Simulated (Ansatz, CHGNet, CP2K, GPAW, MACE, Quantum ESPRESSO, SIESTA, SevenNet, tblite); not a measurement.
# Codes compared on Ge(100) slab, H on the bottom face, dimerised (80 atoms)

How near do other programs and methods come to a plane-wave reference for Ge(100) slab, H on the bottom face, dimerised (80 atoms)? A plane-wave run serves as the reference.

Calculated with Ansatz 0.2.0; Kohn-Sham DFT, PBE, PAW, plane waves.

## (1) The starting structure

The cell holds 80 atoms: 64 Ge and 16 H. Its edges and angles: a = 16.003 Å, b = 8.002 Å, c = 20.785 Å, α = 90.0°, β = 90.0°, γ = 90.0°. It derives from Ge (diamond-structure). Diamond-structure Ge (a = 5.658 Å), (100) slab of 8 atomic planes, 4 x 2 surface cells, H on the broken bonds of the bottom face, 10 Å of vacuum; top atoms paired into dimers, p(2x2) buckling; displaced by a Gaussian of 0.02 Å. Then every atom was moved at random, 0.05 Å r.m.s. a Cartesian component (hydrogen 0.6 of that). Regions: slab, 64 atoms (64 Ge); hydrogen, 16 atoms (16 H). Vacuum lies along c.

## (2) Plane-wave reference

The PAW files are the set soft_2.

Contents of input.yaml:

```yaml
crystal:
  lattice:
    - [16.00324, 0.0, 0.0]
    - [0.0, 8.00162, 0.0]
    - [0.0, 0.0, 20.78485]
  atoms:
    - { symbol: Ge, position: [0.12606, 0.25051, 0.2822] }
    - { symbol: Ge, position: [0.9931, 0.24706, 0.35003] }
    - { symbol: Ge, position: [0.99646, 0.49684, 0.41531] }
    - { symbol: Ge, position: [0.12096, 0.99598, 0.49092] }
    [... 70 atom lines left out ...]
    - { symbol: H, position: [0.62575, 0.59186, 0.24067] }
    - { symbol: H, position: [0.62664, 0.90375, 0.24232] }
    - { symbol: H, position: [0.87556, 0.09242, 0.24007] }
    - { symbol: H, position: [0.87688, 0.40527, 0.23987] }
    - { symbol: H, position: [0.87725, 0.90575, 0.24128] }
    - { symbol: H, position: [0.87461, 0.59483, 0.23951] }
kpoints:
  mp_grid: { grid: [1, 1, 1] }
hamiltonian:
  xc: pbe
scf:
  occupations: { method: fermi_dirac, width: 0.05 }
output:
  forces: true
  eigenvalues: true
  populations: true
```

On the command line:

```console
$ ansatz run input.yaml --threads 8 --pin off --max-ram 15872MiB --backend cpu --events-out ev --progress --plain --runs-dir out
```

Numbers of over 12 decimals in the logs are rounded to 6 here.

Log:

```text
[...]
Pseudopotentials: kind: paw
Pseudopotential: Ge, paw, valence charge 14, recommended cutoff 420 eV (normal), Ge.paw.azcp
Pseudopotential: H, paw, valence charge 1, recommended cutoff 420 eV (normal), H.paw.azcp
[... 5 lines on functional and potentials left out ...]
Crystal: 80 atoms, lattice volume = 2661.538 Å³
Basis set: ecut = 420 eV, 52111 PW (Γ), exchange–correlation on 216×108×288 points (8 copies of the dense FFT grid, shifted against one another)
Bands: 548, of which v1, the nominal top of the filled ones, is band 456 counted from 1 (455 counted from 0)
Symmetry: 1 space group operations
Space group: P1 (ITA 1), of the structure as read, at distance tolerance 1.4e-4 Å
k-points: 1
[... 5 lines on functional and potentials left out ...]
Initial density: superposition of atomic densities (neutral atoms: chi_scale 0, normalization atom), corrected by the library's trained network
Initial wavefunctions: pseudopotential atomic-orbital guess
[...]
SCF iter   1: F=—  HF=-275102.629027 eV  |F-HF|=—  |Δ(HF+E_count)|=         —  Δρ=4.56e-3  dr2=8.68e-1  ethr=1.77e-3  ⟨swp⟩=6.0  Hψ=2003  notcnv=0  defer=5
preconditioner: auto → LDOS  [insulator: Δε(μ)=0.516 eV  Ē_g=21.835 eV  σ=0.050 eV  W_gap=0.53  n_scr=512 (ndim 8)  ℏωp=21.7 eV  f_vac=0.418  D(μ)=25.07/eV (n_scr^D=108)  ε∞_Penn≈2.0  β→1.0]
[...]
SCF iter  10: F=—  HF=-275102.482603 eV  |F-HF|=—  |Δ(HF+E_count)|=   1.00e-8  Δρ=1.24e-6  dr2=1.19e-7  ethr=7.21e-11  ⟨swp⟩=2.0  Hψ=609  notcnv=0  defer=73
SCF iter  11: F=-275102.482603 eV  HF=-275102.482603 eV  |F-HF|=1.50e-8  |Δ(HF+E_count)|=   1.61e-8  Δρ=5.01e-7  dr2=2.33e-8  ethr=1.10e-11  ⟨swp⟩=11.0  Hψ=2115  notcnv=0
SCF 1 converged in 11 iterations: F = -275102.482603 eV  dr2 = 2.33e-8
[...]
SCF converged after 11 iterations
Free energy (F): -275102.482603 eV
Harris-Foulkes:  -275102.482603 eV  (|F-HF|=1.50e-8)
Internal energy: -275102.272723 eV  (E = F + TS)
E sigma→0 (E₀):  -275102.377663 eV
Entropy (-TS):   -0.209880 eV (-2.623 meV/atom)
Fermi energy:    2.488757 eV
--- Per-component energies (eV) ---
[...]
Σ components = -275102.482603   (vs F -275102.482603, Δ=0.00e0)
--- Forces (eV/Å), atoms counted from 1 ---
  atom   1  Ge    -1.06410203     0.23765605     0.45709877
  atom   2  Ge     1.48489809    -0.06281598     0.17328183
  atom   3  Ge     1.36924357     0.71884167    -0.22673974
  atom   4  Ge     0.61983058     1.51871254    -1.14145152
[...]
atom  80  H     -0.02573322     0.38070866    -0.02920849
  max |Σ_I F_I| component: 1.87e-5 eV/Å
--- Band table (eV) ---
  k-point 0: bands = ["-22.1743", "-22.1597", "-22.1260", "-22.0976", [... 532 levels ...], "7.3689", "7.4135", "7.4547", "7.5130", "7.5214", "7.5570", "7.5771", "7.6123", "7.6326", "7.6636", "7.7136", "7.7348"]
--- Löwdin populations: 80 sites ---
  site symbol       q [e]
     0     Ge     13.8036
     1     Ge     14.0011
     2     Ge     13.9746
[...]
79      H      1.0423
  spilling = 0.002202 (of n_electrons = 912.000000)
```

It took 26 s on 8 threads of Arm Neoverse V2, shared host; peak memory 3.7 GiB.

Read from the output:

| Item | Value |
| --- | --- |
| free energy | -275102.4826 eV |
| free energy per atom | -3438.7810 eV/atom |
| SCF cycles | 11 |
| r.m.s. force component | 0.7716 eV/Å |
| longest force | 3.375 eV/Å |
| Fermi energy | 2.489 eV |
| levels partly filled by over 2 per cent | 5 |
| spilling of the projection | 0.002202 |

Neighbours are counted within 2.88 Å (Ge-Ge), 1.89 Å (Ge-H).

Length of the force by element and coordination:

```
element  coordination  atoms  mean length of the force (eV/Å)  spread  least   most
     Ge           all     64                             1.33   0.620  0.246   3.38
     Ge             3      8                             1.16   0.690  0.326   2.48
     Ge             4     56                             1.36   0.606  0.246   3.38
      H           all     16                            0.515   0.195  0.305  0.979
```

Löwdin charges by element and coordination (they lack the spilled electrons, 0.025 e an atom on average):

```
element  coordination  atoms  mean charge (e)  spread    least     most
     Ge           all     64           0.0425  0.0694  -0.0837    0.196
     Ge             3      8           0.0229   0.100  -0.0837    0.135
     Ge             4     56           0.0453  0.0633  -0.0233    0.196
      H           all     16          -0.0443  0.0037   -0.053  -0.0376
```

By region:

```
  region  atoms  mean length of the force (eV/Å)
    slab     64                             1.33
hydrogen     16                            0.515
```

The levels nearest the highest filled one (over half full), pooled over k-points and spins:

```
level less the highest filled one (eV)  occupation
                                -0.287        2.00
                                -0.185        1.96
                                -0.119        1.86
                               -0.0806        1.72
                               -0.0311        1.38
                                     0        1.09
                                 0.484           0
                                 0.788           0
                                 0.810           0
                                 0.849           0
                                  1.10           0
                                  1.18           0
```

## (3) Local order

Normalised to the volume that the atoms fill. g(r), total and by pair (bins of 0.1 Å):

```
r (Å)  total  Ge-Ge  Ge-H    H-H
 1.35   0.00   0.00  0.00   0.00
 1.45   0.77   0.00  0.00  19.20
 1.55   3.51   0.00  8.76  17.60
 1.65   0.00   0.00  0.00   0.00
 1.75   0.00   0.00  0.00   0.00
 1.85   0.00   0.00  0.00   0.00
 1.95   0.00   0.00  0.00   0.00
 2.05   0.00   0.00  0.00   0.00
 2.15   0.09   0.14  0.00   0.00
 2.25   0.48   0.75  0.00   0.00
 2.35   2.36   3.69  0.00   0.00
 2.45   2.79   4.05  0.00   5.03
 2.55   2.22   2.97  0.00   8.05
 2.65   0.54   0.84  0.00   0.00
 2.75   0.00   0.00  0.00   0.00
 2.85   0.55   0.00  1.72   0.00
 2.95   0.24   0.00  0.75   0.00
 3.05   0.04   0.07  0.00   0.00
 3.15   0.20   0.13  0.38   0.00
 3.25   0.86   0.31  2.06   0.00
 3.35   0.44   0.00  1.39   0.00
 3.45   0.00   0.00  0.00   0.00
 3.55   0.00   0.00  0.00   0.00
 3.65   0.18   0.29  0.00   0.00
 3.75   0.26   0.41  0.00   0.00
 3.85   0.80   1.25  0.00   0.00
 3.95   3.09   4.26  0.00   9.13
 4.05   4.37   5.42  1.41  11.30
 4.15   1.03   0.97  1.27   0.00
 4.25   1.31   0.18  2.83   7.37
 4.35   0.50   0.03  1.30   1.65
 4.45   0.29   0.39  0.13   0.00
 4.55   0.43   0.68  0.00   0.00
 4.65   2.50   3.76  0.00   2.35
 4.75   1.88   2.63  0.00   5.03
 4.85   0.47   0.69  0.11   0.00
 4.95   0.54   0.08  1.53   0.00
 5.05   0.11   0.05  0.25   0.00
 5.15   0.11   0.05  0.24   0.00
 5.25   0.42   0.16  0.98   0.00
 5.35   0.49   0.16  1.21   0.00
 5.45   0.30   0.21  0.30   1.71
 5.55   0.51   0.68  0.00   1.67
 5.65   1.23   1.39  0.00   8.65
```

Bonds by pair of elements; cutoffs follow the first minimum of g(r), held within bounds set by covalent radii, and pairs that aren't listed don't count as bonded:

```
pair A-B  cutoff (Å)  bonds  mean length (Å)  spread (Å)  shortest (Å)  B about A  A about B
   Ge-Ge        2.88    116             2.45       0.098          2.18       3.62       3.62
    Ge-H        1.89     16             1.53       0.021          1.50       0.25          1
```

How many atoms have how many bonded neighbours:

```
element  mean   1  3   4
     Ge  3.88   0  8  56
      H     1  16  0   0
```

## (4) The ladder

The programs:
- CHGNet: machine-learned potential, published weights.
- CP2K 2026.2: Gaussian basis with GTH pseudopotentials and a plane-wave density; labels give functional, basis (MOLOPT sets; SR short-range, UZH the newer set with its own potentials), grid cutoff/relative cutoff and solver (OT: orbital transformation; TRS4, TC2, SIGN: linear-scaling purification with its sparsity filter), or its built-in tight binding.
- GPAW 26.7.0: PAW with atomic orbitals (LCAO), plane waves or a real-space grid of spacing h.
- MACE: machine-learned potential, published weights.
- Quantum ESPRESSO 7.5: plane waves; labels (QE) give functional, pseudopotential set and cutoffs of waves/density.
- SIESTA 5.4.2: numerical atomic orbitals, whose automatically made sets are far from complete, with PseudoDojo norm-conserving potentials that we converted to its format (checked against plane waves on the same files for H, C, O, Si, Ge and Ca alone); labels give functional, basis size, energy shift and mesh cutoff.
- SevenNet: machine-learned potential, published weights.
- tblite 0.8.0: extended tight binding, driven from Python.

All use the same cell and atoms; the electronic-structure runs use the same k-mesh, and an electronic temperature of 580 K (0.05 eV) where levels are smeared.

Differences are against the plane-wave reference, forces as r.m.s. over components; share is that over the reference's r.m.s. force, slope the least-squares factor from reference forces to these. Total energies of different programs have different zeros and aren't compared.

```
                                                           run  Δ force, r.m.s. (meV/Å)  share (%)  slope  cores  CPU time  memory (GiB)
                                                     reference                        -          -      -      8   3.3 min           3.7
                                        CHGNet 0.3.0 potential                      304       39.4  0.837      1     3.1 s          0.65
         CP2K BLYP, DZVP-MOLOPT-SR, 450/50 Ry, diagonalisation                      144       18.6  0.954      2     4 min           4.4
          CP2K LDA, DZVP-MOLOPT-SR, 450/50 Ry, diagonalisation                      175       22.7  0.854      2   3.3 min           4.1
       CP2K PBE+D3, DZVP-MOLOPT-SR, 450/50 Ry, diagonalisation                     55.8       7.23  0.983      2   5.3 min           4.3
 CP2K PBE, DZVP-MOLOPT-SR, 157/50 Ry, diagonalisation (coarse)                      153       19.9  0.981      1   2.4 min           1.2
 CP2K PBE, DZVP-MOLOPT-SR, 450/20 Ry, diagonalisation (coarse)                     47.4       6.14  0.983      2   4.4 min           4.3
          CP2K PBE, DZVP-MOLOPT-SR, 450/50 Ry, diagonalisation                     47.3       6.13  0.984      2   5.3 min           4.3
          CP2K PBE, DZVP-MOLOPT-SR, 630/50 Ry, diagonalisation                     47.3       6.13  0.984      2   7.1 min           6.5
  CP2K PBE, SZV-MOLOPT-SR, 450/50 Ry, diagonalisation (coarse)                      377       48.8  1.270      1   3.7 min           4.2
CP2K PBE, TZV2P-MOLOPT (SR for Ge), 450/50 Ry, diagonalisation                     27.1       3.51  0.986      4     8 min           8.1
                CP2K PBE, TZVP-UZH, 450/50 Ry, diagonalisation                     28.6       3.71  0.992      4   6.3 min           5.9
                                  GPAW PBE, LCAO dzp, h 0.15 Å                      133       17.3  1.083      1   6.3 min           3.9
                                   GPAW PBE, LCAO dzp, h 0.2 Å                      135       17.4  1.083      1   3.1 min           1.7
             GPAW PBE, LCAO dzp, h 0.2 Å, other mixer settings                      134       17.3  1.083      1   4.1 min           1.6
                      GPAW PBE, LCAO sz(dzp), h 0.2 Å (coarse)                      535       69.3  1.266      1      60 s           1.4
                     GPAW PBE, LCAO szp(dzp), h 0.2 Å (coarse)                      313       40.5  1.205      1   2.4 min           1.7
                                   MACE MP-0b2 small potential                      248       32.1  0.908      1     5.9 s          0.66
                      QE PBE, sssp-1.3.0-efficiency, 45/360 Ry                     5.39      0.699  0.997      4    32 min           7.7
           SIESTA PBE, DZ, shift 0.01 Ry, mesh 300 Ry (coarse)                      136       17.7  1.112      1   2.7 min           1.1
                   SIESTA PBE, DZP, shift 0.01 Ry, mesh 200 Ry                      119       15.4  1.091      1   3.7 min             1
                   SIESTA PBE, DZP, shift 0.01 Ry, mesh 300 Ry                      120       15.5  1.091      1   6.8 min           1.7
                   SIESTA PBE, TZP, shift 0.01 Ry, mesh 300 Ry                      115       14.8  1.095      2   9.5 min           2.3
                                       SevenNet l3i5 potential                      249       32.2  0.864      1       8 s           1.1
                                               tblite GFN1-xTB                      286       37.0  1.015      1     4.6 s          0.15
```

Rows marked coarse were listed beforehand as settings not expected to be converged; some can still land near the reference.

Times of the machine-learned potentials are mostly Python's start and the loading of weights.

CPU time is summed over cores on a shared host, where runs went side by side, so it is rough. Symmetry, cutoffs, thresholds, outputs and thread counts weren't matched or tuned between programs; memory under MPI is the largest rank's times the ranks.

Runs without a result: CP2K GFN1-xTB, diagonalisation (not converged, the SCF not settling); tblite GFN2-xTB (not converged); SIESTA PBE, SZP, shift 0.01 Ry, mesh 300 Ry (cut off at its time limit of 5.1 min).

Mean charges by element (e), by run and scheme:

```
                                                           run     scheme     Ge      H
                                                     reference     Löwdin  +0.04  -0.04
         CP2K BLYP, DZVP-MOLOPT-SR, 450/50 Ry, diagonalisation   Mulliken   0.00  -0.01
          CP2K LDA, DZVP-MOLOPT-SR, 450/50 Ry, diagonalisation   Mulliken  -0.01  +0.06
       CP2K PBE+D3, DZVP-MOLOPT-SR, 450/50 Ry, diagonalisation   Mulliken  -0.01  +0.02
          CP2K PBE, DZVP-MOLOPT-SR, 450/50 Ry, diagonalisation   Mulliken  -0.01  +0.02
          CP2K PBE, DZVP-MOLOPT-SR, 630/50 Ry, diagonalisation   Mulliken  -0.01  +0.02
CP2K PBE, TZV2P-MOLOPT (SR for Ge), 450/50 Ry, diagonalisation   Mulliken  +0.03  -0.10
                CP2K PBE, TZVP-UZH, 450/50 Ry, diagonalisation   Mulliken  +0.02  -0.07
                   SIESTA PBE, DZP, shift 0.01 Ry, mesh 200 Ry  Hirshfeld  +0.02  -0.07
                   SIESTA PBE, DZP, shift 0.01 Ry, mesh 300 Ry  Hirshfeld  +0.02  -0.07
                   SIESTA PBE, TZP, shift 0.01 Ry, mesh 300 Ry  Hirshfeld  +0.02  -0.07
                                               tblite GFN1-xTB   Mulliken  +0.01  -0.05
```

The reference's Löwdin charges lack the electrons that the projection spills, 0.025 e an atom on average.

Within one program, basis, potentials and functional, energies share a zero. Each run against its twin at the usual cutoff or grid and solver:

```
                                                 run                                        twin  Δ energy (meV/atom)  Δ force, r.m.s. (meV/Å)         CPU time over the twin's
CP2K PBE, DZVP-MOLOPT-SR, 157/50 Ry, diagonalisation  DZVP-MOLOPT-SR, 450/50 Ry, diagonalisation                -1.37                      146  0.46 (this twin ran on 2 cores)
CP2K PBE, DZVP-MOLOPT-SR, 450/20 Ry, diagonalisation  DZVP-MOLOPT-SR, 450/50 Ry, diagonalisation               0.0133                     1.54                             0.83
CP2K PBE, DZVP-MOLOPT-SR, 630/50 Ry, diagonalisation  DZVP-MOLOPT-SR, 450/50 Ry, diagonalisation                    0                     0.01                              1.3
                        GPAW PBE, LCAO dzp, h 0.15 Å                           LCAO dzp, h 0.2 Å                -9.48                     8.90                              2.1
   GPAW PBE, LCAO dzp, h 0.2 Å, other mixer settings                           LCAO dzp, h 0.2 Å               1.0e-4                     1.90                              1.3
         SIESTA PBE, DZP, shift 0.01 Ry, mesh 200 Ry             DZP, shift 0.01 Ry, mesh 300 Ry                -11.2                     4.62                             0.54
```

## (5) What came out

| Item | Value |
| --- | --- |
| reference r.m.s. force component | 0.772 eV/Å |
| nearest in forces | QE PBE, sssp-1.3.0-efficiency, 45/360 Ry, 0.70 % |
| farthest in forces | GPAW PBE, LCAO sz(dzp), h 0.2 Å (coarse), 69 % |
| cheapest electronic-structure run beside the reference | tblite GFN1-xTB, 4.6 s of CPU time |

In words: PBE on plane waves or a grid with other potentials, cutoffs or grids, coarse settings apart, differs from the reference by 0.70 % (QE PBE, sssp-1.3.0-efficiency, 45/360 Ry) of the r.m.s. force; this holds the reference's own error, so differences of a few per cent don't tell which side is nearer the exact PBE result (QE's 45 Ry are 612 eV, against the reference's 420 eV). The PBE runs in local orbitals, coarse settings apart, differ by 3.5 % (CP2K PBE, TZV2P-MOLOPT (SR for Ge), 450/50 Ry, diagonalisation) to 17 % (GPAW PBE, LCAO dzp, h 0.2 Å); basis, grid and potentials can all enter. Tight binding differs by 37 % (tblite GFN1-xTB); it is another model, with fitted parameters of its own, and the xTB methods hold dispersion. Machine-learned potentials differ by 32 % (MACE MP-0b2 small potential) to 39 % (CHGNet 0.3.0 potential); they were trained on other programs' data. Among those trained on PBE data the slope goes as low as 0.84, which softening far from their training structures can give, though the reference's k-sampling is untested too. Rows with another functional or a dispersion term differ by 7.2 % (CP2K PBE+D3, DZVP-MOLOPT-SR, 450/50 Ry, diagonalisation) to 23 % (CP2K LDA, DZVP-MOLOPT-SR, 450/50 Ry, diagonalisation), which mixes the change of model with differences of basis and potentials. Runs with settings chosen to be coarse differ by 6.1 % (CP2K PBE, DZVP-MOLOPT-SR, 450/20 Ry, diagonalisation) to 69 % (GPAW PBE, LCAO sz(dzp), h 0.2 Å), their programs' other errors included. Of the electronic-structure runs that take under half the reference's CPU time, tblite GFN1-xTB comes nearest, at 37 % in 4.6 s against 3.3 min. GPAW PBE, LCAO szp(dzp), h 0.2 Å stiffens the forces by a factor of 1.21 while following their directions (correlation 0.960). Charges hang on model, scheme and program or settings: among these rows the mean for H runs from -0.10 to +0.06 e, even in sign. In the reference: levels near the Fermi energy are neither full nor empty under the smearing, so no gap is quoted. In the reference: mean Löwdin charges: Ge +0.04, H -0.04 e. Periodic xTB results under one method name differ between programs and library versions. The potentials hold different valence shells: 912 electrons in the reference, 272 in GPAW and 272 in CP2K with TZVP-UZH; this bears on time and differences. GPAW's setups keep the filled d shell of Ge in the core. Machine-learned potentials mimic data converged in k, so the reference's own k-point error enters their differences. The runs have no spin polarisation, so any moments at edges, vacancies or dangling bonds can't form. The electronic-structure runs sample only Γ, in a cell whose shortest periodic width is 8 Å, which is coarse for a cell with partly filled levels.

[Also dropped from logs without a mark: logging warnings of Python, and SIESTA's first energy breakdown and zero terms.]

[Logs are printed without paths, hosts, clocks, repeated set-up lines and the standing remarks that a program may print on its own settings, such as how far it seeks lower states.]

[Hosts, paths, dates, database ids (printed as entryN), source tags and the programs' standing remarks are cut or masked in the printed files.]
